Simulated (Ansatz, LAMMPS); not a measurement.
# B in place of C at several sites of amorphous carbon (150 atoms)

Aim: make B in place of C at several sites of amorphous carbon (150 atoms), relax each, and compare their energies.

Method: Kohn-Sham DFT, PBE, PAW (set soft_2), plane waves, in Ansatz 0.2.0.

**1. Starting point**

The cell holds 150 atoms: 150 C. Its edges and angles: a = 10.082 Å, b = 10.082 Å, c = 10.082 Å, α = 90.0°, β = 90.0°, γ = 90.0°. 150 atoms (150 C) placed at random at 2.92 g/cm³, melted at 6000 K for 10 ps at fixed volume with the Tersoff potential (Tersoff, Phys. Rev. B 39, 5566 (1989)). Quenched from 6000 K to 300 K at 100 K/ps and fixed volume, held 5 ps, then minimised at fixed cell.

What the set-up can't give: The quench rate of 100 K/ps is orders of magnitude faster than experiment, which tends to freeze in extra defects. The starting topology of bonds comes from the classical model, and needn't be the one that DFT or experiment would give. Only the Γ point is sampled, in a cell whose shortest periodic width is 10 Å.

**2. Single point at the start**

The forces at the start show how far the geometry lies from a minimum of this functional.

input.yaml

```yaml
crystal:
  lattice:
    - [10.0824, 0.0, 0.0]
    - [0.0, 10.0824, 0.0]
    - [0.0, 0.0, 10.0824]
  atoms:
    - { symbol: C, position: [0.18632, 0.24348, 0.69836] }
    - { symbol: C, position: [0.41393, 0.15691, 0.77068] }
    - { symbol: C, position: [0.06971, 0.17931, 0.33688] }
    - { symbol: C, position: [0.03454, 0.47574, 0.64779] }
    - { symbol: C, position: [0.07297, 0.22259, 0.47315] }
    - { symbol: C, position: [0.33012, 0.9201, 0.7622] }
    - { symbol: C, position: [0.49926, 0.54736, 0.89206] }
    - { symbol: C, position: [0.35076, 0.19933, 0.34262] }
    - { symbol: C, position: [0.14001, 0.2579, 0.97464] }
    - { symbol: C, position: [0.62896, 0.76749, 0.06427] }
    - { symbol: C, position: [0.86007, 0.50995, 0.39726] }
    - { symbol: C, position: [0.01777, 0.0101, 0.96768] }
    - { symbol: C, position: [0.66487, 0.72967, 0.92651] }
    - { symbol: C, position: [0.36416, 0.85081, 0.02716] }
    - { symbol: C, position: [0.00271, 0.84366, 0.48984] }
    - { symbol: C, position: [0.62484, 0.81602, 0.33336] }
    - { symbol: C, position: [0.19823, 0.61533, 0.73746] }
    - { symbol: C, position: [0.72999, 0.71524, 0.58636] }
    - { symbol: C, position: [0.85281, 0.45384, 0.9456] }
    - { symbol: C, position: [0.22584, 0.13882, 0.94763] }
    - { symbol: C, position: [0.62201, 0.36484, 0.00097] }
    - { symbol: C, position: [0.16894, 0.99404, 0.95118] }
    - { symbol: C, position: [0.85759, 0.27308, 0.28994] }
    - { symbol: C, position: [0.8106, 0.31348, 0.14873] }
    - { symbol: C, position: [0.6659, 0.49904, 0.05227] }
    - { symbol: C, position: [0.9908, 0.4372, 0.90875] }
    - { symbol: C, position: [0.92143, 0.96852, 0.0771] }
    - { symbol: C, position: [0.47982, 0.05009, 0.09333] }
    - { symbol: C, position: [0.05737, 0.24596, 0.09429] }
    - { symbol: C, position: [0.19548, 0.22, 0.55072] }
    - { symbol: C, position: [0.97894, 0.58945, 0.4408] }
    - { symbol: C, position: [0.25736, 0.45159, 0.07447] }
    [... 112 atom lines left out ...]
    - { symbol: C, position: [0.47132, 0.44872, 0.49928] }
    - { symbol: C, position: [0.82456, 0.60688, 0.63696] }
    - { symbol: C, position: [0.5176, 0.76379, 0.71155] }
    - { symbol: C, position: [0.31985, 0.38639, 0.8438] }
    - { symbol: C, position: [0.04542, 0.78743, 0.62148] }
    - { symbol: C, position: [0.87042, 0.36351, 0.40554] }
kpoints:
  mp_grid: { grid: [1, 1, 1] }
hamiltonian:
  xc: pbe
scf:
  occupations: { method: gaussian, width: 0.05 }
output:
  forces: true
```

The run is started by

```console
> ansatz run input.yaml --threads 4 --pin off --max-ram 8192MiB --backend cpu --events-out ev --progress --plain --runs-dir out
```

What it wrote:

```text
[...]
Pseudopotentials: kind: paw
Pseudopotential: C, paw, valence charge 4, recommended cutoff 420 eV (normal), C.paw.azcp
[... 5 lines on functional and potentials left out ...]
Crystal: 150 atoms, lattice volume = 1024.924 Å³
Basis set: ecut = 420 eV, 20005 PW (Γ), exchange–correlation on 144×144×144 points (8 copies of the dense FFT grid, shifted against one another)
Bands: 450, of which v1, the nominal top of the filled ones, is band 300 counted from 1 (299 counted from 0)
Symmetry: 1 space group operations
Space group: P1 (ITA 1), of the structure as read, at distance tolerance 1.0e-4 Å
k-points: 1
[... 3 lines on functional and potentials left out ...]
Initial density: superposition of atomic densities (neutral atoms: chi_scale 0, normalization atom), corrected by the library's trained network
Initial wavefunctions: pseudopotential atomic-orbital guess
[...]
SCF iter   1: F=—  HF=-37491.903134 eV  |F-HF|=—  |Δ(HF+E_count)|=         —  Δρ=1.69e-2  dr2=4.76e0  ethr=1.77e-3  ⟨swp⟩=6.0  Hψ=1828  notcnv=0  defer=113
preconditioner: auto → Resta (q_TF=auto, 2.495 Å⁻¹)  ε∞=4.6  [insulator: Δε(μ)=0.089 eV  Ē_g=14.875 eV  σ=0.050 eV  W_gap=0.79  n_scr=256 (ndim 8)  ℏωp=28.4 eV  f_vac=0.002  D(μ)=21.26/eV (n_scr^D=122)  ε∞_Penn≈4.6]
SCF iter   2: F=—  HF=-37491.378128 eV  |F-HF|=—  |Δ(HF+E_count)|=   5.25e-1  Δρ=7.86e-3  dr2=9.83e-1  ethr=7.94e-4  ⟨swp⟩=1.0  Hψ=518  notcnv=0  defer=115
SCF iter   3: F=—  HF=-37491.235503 eV  |F-HF|=—  |Δ(HF+E_count)|=   1.43e-1  Δρ=1.80e-3  dr2=3.67e-2  ethr=1.64e-4  ⟨swp⟩=3.0  Hψ=579  notcnv=0  defer=138
SCF iter   4: F=—  HF=-37491.232705 eV  |F-HF|=—  |Δ(HF+E_count)|=   2.80e-3  Δρ=6.76e-4  dr2=6.48e-3  ethr=6.11e-6  ⟨swp⟩=3.0  Hψ=666  notcnv=0  defer=35
automatic band count: iteration 4 solves 347 bands in place of 450: the levels show a gap, and the empty bands left out lie too high to hold charge; the band table lists the bands solved (type scf.n_extra_bands for more)
SCF iter   5: F=—  HF=-37491.232343 eV  |F-HF|=—  |Δ(HF+E_count)|=   3.62e-4  Δρ=1.54e-4  dr2=2.78e-4  ethr=1.08e-6  ⟨swp⟩=2.0  Hψ=328  notcnv=0  defer=35
SCF iter   6: F=—  HF=-37491.232347 eV  |F-HF|=—  |Δ(HF+E_count)|=   3.58e-6  Δρ=5.33e-5  dr2=4.03e-5  ethr=4.64e-8  ⟨swp⟩=3.0  Hψ=616  notcnv=0  defer=35
SCF iter   7: F=—  HF=-37491.234288 eV  |F-HF|=—  |Δ(HF+E_count)|=   1.94e-3  Δρ=1.40e-5  dr2=2.36e-6  ethr=6.71e-9  ⟨swp⟩=3.0  Hψ=547  notcnv=0  defer=35
SCF iter   8: F=—  HF=-37491.234289 eV  |F-HF|=—  |Δ(HF+E_count)|=   1.06e-6  Δρ=4.34e-6  dr2=2.95e-7  ethr=3.93e-10  ⟨swp⟩=3.0  Hψ=776  notcnv=0  defer=35
SCF iter   9: F=-37491.234290 eV  HF=-37491.234290 eV  |F-HF|=4.53e-9  |Δ(HF+E_count)|=   8.78e-8  Δρ=1.21e-6  dr2=2.84e-8  ethr=1.67e-11  ⟨swp⟩=3.0  Hψ=952  notcnv=0
SCF 1 converged in 9 iterations: F = -37491.234290 eV  dr2 = 2.84e-8
[...]
SCF converged after 9 iterations
Free energy (F): -37491.234290 eV
Harris-Foulkes:  -37491.234290 eV  (|F-HF|=4.53e-9)
Internal energy: -37491.199013 eV  (E = F + TS)
E sigma→0 (E₀):  -37491.216651 eV
Entropy (-TS):   -0.035276 eV (-0.235 meV/atom)
Fermi energy:    10.806343 eV
--- Per-component energies (eV) ---
[...]
Σ components = -37491.234290   (vs F -37491.234290, Δ=0.00e0)
--- Forces (eV/Å), atoms counted from 1 ---
  atom   1  C      1.31983482     1.17973428     0.39330003
  atom   2  C      0.56501463    -0.33524047     0.36011032
  atom   3  C     -1.03100156     1.23984290     0.65676829
  atom   4  C     -0.26929432     0.27072202     0.87241279
[...]
atom 150  C      1.37935461     0.56207865    -1.39821997
  max |Σ_I F_I| component: 3.34e-5 eV/Å
```

The job ended after 25 s (4 threads of Arm Neoverse N1, shared host; peak memory 1.5 GiB; 93 s of CPU time).

The r.m.s. force at the start is 1.3 eV/Å.

**3. Relaxation**

The atoms are relaxed in the fixed cell, aiming at the force tolerance of the input.

input.yaml

```yaml
crystal:
  lattice:
    - [10.0824, 0.0, 0.0]
    - [0.0, 10.0824, 0.0]
    - [0.0, 0.0, 10.0824]
  atoms:
    [... the 150 atom lines of step 2 ...]
kpoints:
  mp_grid: { grid: [1, 1, 1] }
hamiltonian:
  xc: pbe
scf:
  occupations: { method: gaussian, width: 0.05 }
output:
  forces: true
relax:
  f_tol: 0.05
  max_steps: 120
```

What it wrote:

```text
[...]
Crystal: 150 atoms, lattice volume = 1024.924 Å³
Basis set: ecut = 420 eV, 20005 PW (Γ), exchange–correlation on 144×144×144 points (8 copies of the dense FFT grid, shifted against one another)
Bands: 450, of which v1, the nominal top of the filled ones, is band 300 counted from 1 (299 counted from 0)
Symmetry: 1 space group operations
[...]
k-points: 1
[...]
SCF iter   1: F=—  HF=-37491.903134 eV  |F-HF|=—  |Δ(HF+E_count)|=         —  Δρ=1.69e-2  dr2=4.76e0  ethr=1.77e-3  ⟨swp⟩=6.0  Hψ=1828  notcnv=0  defer=113
[...]
SCF iter   6: F=-37491.234264 eV  HF=-37491.234286 eV  |F-HF|=2.20e-5  |Δ(HF+E_count)|=   5.39e-5  Δρ=5.34e-5  dr2=4.04e-5  ethr=1.04e-8  ⟨swp⟩=2.0  Hψ=1270  notcnv=0
SCF 1 converged in 6 iterations: F = -37491.234264 eV  dr2 = 4.04e-5
[...]
relax step   1: F+E_penalty+E_count = -37491.23426367 eV  Δ(F+E_penalty+E_count) = +0.000e0 eV  max|allowed force component| = 4.170e0 eV/Å  Δτ_max = 0.0000 Å  (6 SCF iters, dr2 threshold 6.25e-5 eV, accepted)
[...]
relax step   2: F+E_penalty+E_count = -37502.24683464 eV  Δ(F+E_penalty+E_count) = -1.101e1 eV  max|allowed force component| = 2.666e0 eV/Å  Δτ_max = 0.1949 Å  (6 SCF iters, dr2 threshold 1.00e-4 eV, accepted)
[...]
relax step   3: F+E_penalty+E_count = -37508.02218634 eV  Δ(F+E_penalty+E_count) = -5.775e0 eV  max|allowed force component| = 2.219e0 eV/Å  Δτ_max = 0.1957 Å  (6 SCF iters, dr2 threshold 1.00e-4 eV, accepted)
relax step   4: F+E_penalty+E_count = -37510.76432778 eV  Δ(F+E_penalty+E_count) = -2.742e0 eV  max|allowed force component| = 1.622e0 eV/Å  Δτ_max = 0.1708 Å  (6 SCF iters, dr2 threshold 1.00e-4 eV, accepted)
relax step   5: F+E_penalty+E_count = -37513.70257329 eV  Δ(F+E_penalty+E_count) = -2.938e0 eV  max|allowed force component| = 4.364e0 eV/Å  Δτ_max = 0.1950 Å  (6 SCF iters, dr2 threshold 1.00e-4 eV, accepted)
relax step   6: F+E_penalty+E_count = -37516.07063597 eV  Δ(F+E_penalty+E_count) = -2.368e0 eV  max|allowed force component| = 3.652e0 eV/Å  Δτ_max = 0.1963 Å  (7 SCF iters, dr2 threshold 1.00e-4 eV, accepted)
relax step   7: F+E_penalty+E_count = -37518.58284558 eV  Δ(F+E_penalty+E_count) = -2.512e0 eV  max|allowed force component| = 1.210e0 eV/Å  Δτ_max = 0.2000 Å  (6 SCF iters, dr2 threshold 1.00e-4 eV, accepted)
relax step   8: F+E_penalty+E_count = -37519.13717529 eV  Δ(F+E_penalty+E_count) = -5.543e-1 eV  max|allowed force component| = 4.578e0 eV/Å  Δτ_max = 0.1954 Å  (6 SCF iters, dr2 threshold 1.00e-4 eV, accepted)
relax step   9: F+E_penalty+E_count = -37520.25253994 eV  Δ(F+E_penalty+E_count) = -1.115e0 eV  max|allowed force component| = 1.930e0 eV/Å  Δτ_max = 0.0838 Å  (6 SCF iters, dr2 threshold 1.00e-4 eV, accepted)
relax step  10: F+E_penalty+E_count = -37521.76169248 eV  Δ(F+E_penalty+E_count) = -1.509e0 eV  max|allowed force component| = 1.847e0 eV/Å  Δτ_max = 0.1972 Å  (6 SCF iters, dr2 threshold 1.00e-4 eV, accepted)
relax step  11: F+E_penalty+E_count = -37522.60819959 eV  Δ(F+E_penalty+E_count) = -8.465e-1 eV  max|allowed force component| = 1.275e0 eV/Å  Δτ_max = 0.1928 Å  (6 SCF iters, dr2 threshold 1.00e-4 eV, accepted)
relax step  12: F+E_penalty+E_count = -37522.83255456 eV  Δ(F+E_penalty+E_count) = -2.244e-1 eV  max|allowed force component| = 7.209e-1 eV/Å  Δτ_max = 0.0632 Å  (6 SCF iters, dr2 threshold 1.00e-4 eV, accepted)
relax step  13: F+E_penalty+E_count = -37522.94605904 eV  Δ(F+E_penalty+E_count) = -1.135e-1 eV  max|allowed force component| = 2.533e-1 eV/Å  Δτ_max = 0.0303 Å  (6 SCF iters, dr2 threshold 1.00e-4 eV, accepted)
relax step  14: F+E_penalty+E_count = -37522.97797323 eV  Δ(F+E_penalty+E_count) = -3.191e-2 eV  max|allowed force component| = 2.244e-1 eV/Å  Δτ_max = 0.0215 Å  (6 SCF iters, dr2 threshold 7.92e-6 eV, accepted)
relax step  15: F+E_penalty+E_count = -37523.00513387 eV  Δ(F+E_penalty+E_count) = -2.716e-2 eV  max|allowed force component| = 2.363e-1 eV/Å  Δτ_max = 0.0310 Å  (6 SCF iters, dr2 threshold 6.21e-6 eV, accepted)
relax step  16: F+E_penalty+E_count = -37523.05522558 eV  Δ(F+E_penalty+E_count) = -5.009e-2 eV  max|allowed force component| = 3.740e-1 eV/Å  Δτ_max = 0.0930 Å  (6 SCF iters, dr2 threshold 4.38e-5 eV, accepted)
relax step  17: F+E_penalty+E_count = -37523.13349682 eV  Δ(F+E_penalty+E_count) = -7.827e-2 eV  max|allowed force component| = 5.199e-1 eV/Å  Δτ_max = 0.0959 Å  (6 SCF iters, dr2 threshold 1.00e-4 eV, accepted)
relax step  18: F+E_penalty+E_count = -37523.35552565 eV  Δ(F+E_penalty+E_count) = -2.220e-1 eV  max|allowed force component| = 5.215e-1 eV/Å  Δτ_max = 0.1951 Å  (7 SCF iters, dr2 threshold 1.00e-4 eV, accepted)
relax step  19: F+E_penalty+E_count = -37523.44898241 eV  Δ(F+E_penalty+E_count) = -9.346e-2 eV  max|allowed force component| = 1.209e0 eV/Å  Δτ_max = 0.0694 Å  (6 SCF iters, dr2 threshold 1.00e-4 eV, accepted)
relax step  20: F+E_penalty+E_count = -37523.59502514 eV  Δ(F+E_penalty+E_count) = -1.460e-1 eV  max|allowed force component| = 8.262e-1 eV/Å  Δτ_max = 0.0643 Å  (6 SCF iters, dr2 threshold 1.00e-4 eV, accepted)
relax step  21: F+E_penalty+E_count = -37523.80205075 eV  Δ(F+E_penalty+E_count) = -2.070e-1 eV  max|allowed force component| = 1.117e0 eV/Å  Δτ_max = 0.0896 Å  (6 SCF iters, dr2 threshold 1.00e-4 eV, accepted)
relax step  22: F+E_penalty+E_count = -37524.04390698 eV  Δ(F+E_penalty+E_count) = -2.419e-1 eV  max|allowed force component| = 1.509e0 eV/Å  Δτ_max = 0.1970 Å  (6 SCF iters, dr2 threshold 1.00e-4 eV, accepted)
relax step  23: F+E_penalty+E_count = -37524.38034202 eV  Δ(F+E_penalty+E_count) = -3.364e-1 eV  max|allowed force component| = 7.568e-1 eV/Å  Δτ_max = 0.0671 Å  (6 SCF iters, dr2 threshold 1.00e-4 eV, accepted)
relax step  24: F+E_penalty+E_count = -37524.54080271 eV  Δ(F+E_penalty+E_count) = -1.605e-1 eV  max|allowed force component| = 3.633e-1 eV/Å  Δτ_max = 0.0389 Å  (6 SCF iters, dr2 threshold 1.00e-4 eV, accepted)
[...]
relax step  28: F+E_penalty+E_count = -37524.65701352 eV  Δ(F+E_penalty+E_count) = +1.136e-2 eV  max|allowed force component| = 9.307e-1 eV/Å  Δτ_max = 0.1714 Å  (6 SCF iters, dr2 threshold 1.00e-4 eV, rejected (line search))
relax step  29: F+E_penalty+E_count = -37524.75307679 eV  Δ(F+E_penalty+E_count) = -8.470e-2 eV  max|allowed force component| = 4.324e-1 eV/Å  Δτ_max = 0.0792 Å  (7 SCF iters, accepted)
[...]
relax step  34: F+E_penalty+E_count = -37524.95715402 eV  Δ(F+E_penalty+E_count) = +9.424e-2 eV  max|allowed force component| = 1.669e0 eV/Å  Δτ_max = 0.1459 Å  (6 SCF iters, dr2 threshold 1.00e-4 eV, rejected (line search))
relax step  35: F+E_penalty+E_count = -37525.16624812 eV  Δ(F+E_penalty+E_count) = -1.148e-1 eV  max|allowed force component| = 5.195e-1 eV/Å  Δτ_max = 0.0529 Å  (8 SCF iters, accepted)
[...]
relax step  39: F+E_penalty+E_count = -37525.23247224 eV  Δ(F+E_penalty+E_count) = -2.968e-3 eV  max|allowed force component| = 8.443e-2 eV/Å  Δτ_max = 0.0076 Å  (7 SCF iters, accepted)
relax step  40: F+E_penalty+E_count = -37525.23477866 eV  Δ(F+E_penalty+E_count) = -2.306e-3 eV  max|allowed force component| = 9.446e-2 eV/Å  Δτ_max = 0.0073 Å  (7 SCF iters, accepted)
relax step  41: F+E_penalty+E_count = -37525.24175110 eV  Δ(F+E_penalty+E_count) = -6.972e-3 eV  max|allowed force component| = 1.506e-1 eV/Å  Δτ_max = 0.0273 Å  (6 SCF iters, dr2 threshold 8.92e-6 eV, accepted)
relax step  42: F+E_penalty+E_count = -37525.26651504 eV  Δ(F+E_penalty+E_count) = -2.476e-2 eV  max|allowed force component| = 3.823e-1 eV/Å  Δτ_max = 0.0929 Å  (6 SCF iters, dr2 threshold 2.27e-5 eV, accepted)
relax step  43: F+E_penalty+E_count = -37524.97188001 eV  Δ(F+E_penalty+E_count) = +2.946e-1 eV  max|allowed force component| = 2.949e0 eV/Å  Δτ_max = 0.1932 Å  (6 SCF iters, dr2 threshold 1.00e-4 eV, rejected (line search))
relax step  44: F+E_penalty+E_count = -37525.29950453 eV  Δ(F+E_penalty+E_count) = -3.299e-2 eV  max|allowed force component| = 3.766e-1 eV/Å  Δτ_max = 0.0240 Å  (9 SCF iters, accepted)
relax step  45: F+E_penalty+E_count = -37525.35727546 eV  Δ(F+E_penalty+E_count) = -5.777e-2 eV  max|allowed force component| = 4.460e-1 eV/Å  Δτ_max = 0.0964 Å  (6 SCF iters, dr2 threshold 1.00e-4 eV, accepted)
relax step  46: F+E_penalty+E_count = -37525.37200393 eV  Δ(F+E_penalty+E_count) = -1.473e-2 eV  max|allowed force component| = 3.955e-1 eV/Å  Δτ_max = 0.0214 Å  (6 SCF iters, dr2 threshold 1.00e-4 eV, accepted)
relax step  47: F+E_penalty+E_count = -37525.39496570 eV  Δ(F+E_penalty+E_count) = -2.296e-2 eV  max|allowed force component| = 3.179e-1 eV/Å  Δτ_max = 0.0197 Å  (6 SCF iters, dr2 threshold 1.00e-4 eV, accepted)
relax step  48: F+E_penalty+E_count = -37525.42563888 eV  Δ(F+E_penalty+E_count) = -3.067e-2 eV  max|allowed force component| = 2.102e-1 eV/Å  Δτ_max = 0.0407 Å  (6 SCF iters, dr2 threshold 6.53e-5 eV, accepted)
relax step  49: F+E_penalty+E_count = -37525.40973877 eV  Δ(F+E_penalty+E_count) = +1.590e-2 eV  max|allowed force component| = 5.659e-1 eV/Å  Δτ_max = 0.1368 Å  (7 SCF iters, dr2 threshold 1.93e-5 eV, rejected (line search))
relax step  50: F+E_penalty+E_count = -37525.45435399 eV  Δ(F+E_penalty+E_count) = -2.872e-2 eV  max|allowed force component| = 1.244e-1 eV/Å  Δτ_max = 0.0474 Å  (8 SCF iters, accepted)
relax step  51: F+E_penalty+E_count = -37525.45465653 eV  Δ(F+E_penalty+E_count) = -3.025e-4 eV  max|allowed force component| = 2.759e-1 eV/Å  Δτ_max = 0.0692 Å  (6 SCF iters, dr2 threshold 5.42e-6 eV, accepted)
relax step  52: F+E_penalty+E_count = -37525.46567008 eV  Δ(F+E_penalty+E_count) = -1.101e-2 eV  max|allowed force component| = 7.616e-2 eV/Å  Δτ_max = 0.0386 Å  (6 SCF iters, dr2 threshold 2.67e-5 eV, accepted)
[...]
relax step  53: F+E_penalty+E_count = -37525.46668796 eV  Δ(F+E_penalty+E_count) = -1.018e-3 eV  max|allowed force component| = 4.786e-2 eV/Å  Δτ_max = 0.0057 Å  (6 SCF iters, accepted)
SCF converged after 6 iterations
Free energy (F): -37525.466688 eV
[...]
Internal energy: -37525.462948 eV  (E = F + TS)
E sigma→0 (E₀):  -37525.464818 eV
Entropy (-TS):   -0.003740 eV (-0.025 meV/atom)
Fermi energy:    10.802250 eV
[...]
--- Forces (eV/Å), atoms counted from 1 ---
  atom   1  C      0.00188136     0.00552726     0.00397677
  atom   2  C     -0.00658569     0.00592543     0.00404751
  atom   3  C     -0.00615616     0.00712248     0.00009668
  atom   4  C      0.00373170    -0.00065399     0.00038655
  atom   5  C     -0.03006032     0.00262012    -0.01531562
  atom   6  C     -0.00542655     0.00414377     0.00415606
  atom   7  C     -0.01649286     0.00623080    -0.01333535
  atom   8  C      0.00228768     0.00460113    -0.00247604
  atom   9  C      0.00809663     0.00092092     0.00271504
  atom  10  C     -0.00438048    -0.00597240     0.01624371
  atom  11  C     -0.01282427     0.02850917    -0.03291657
  atom  12  C     -0.00502734     0.00679565     0.00217438
  atom  13  C      0.00965825    -0.00467998    -0.00335969
  atom  14  C     -0.01689267     0.02288051     0.00926154
[...]
atom 149  C     -0.00072126    -0.00564001     0.00010918
  atom 150  C     -0.01604509    -0.01349173     0.00745986
  max |Σ_I F_I| component: 4.48e-5 eV/Å
--- Relaxed structure (53 steps of the walk, 49 accepted, 0 SCFs on fresh bases) ---
  F+E_penalty+E_count = -37525.46668796 eV   max|allowed force component| = 4.786e-2 eV/Å
  atoms:
    - { symbol: C, position: [0.185416, 0.250094, 0.687290] }
    - { symbol: C, position: [0.421229, 0.159411, 0.765879] }
    - { symbol: C, position: [0.031026, 0.222885, 0.331846] }
    - { symbol: C, position: [0.018449, 0.483197, 0.700911] }
[...]
- { symbol: C, position: [0.861304, 0.371487, 0.409206] }
```

Run time: 17 min. Hardware: 4 threads; peak memory 1.5 GiB.

The relaxation converged after 53 steps, 34.2 eV below its start, with a largest force component of 0.048 eV/Å.

(Continued in part 2 of 2.)

[Long decimals in the printed logs are rounded to 6 places.]

[Logs are printed without paths, hosts, clocks, repeated set-up lines and the standing remarks that a program may print on its own settings, such as how far it seeks lower states.]

[Hosts, paths, dates, database ids (printed as entryN), source tags and the programs' standing remarks are cut or masked in the printed files.]
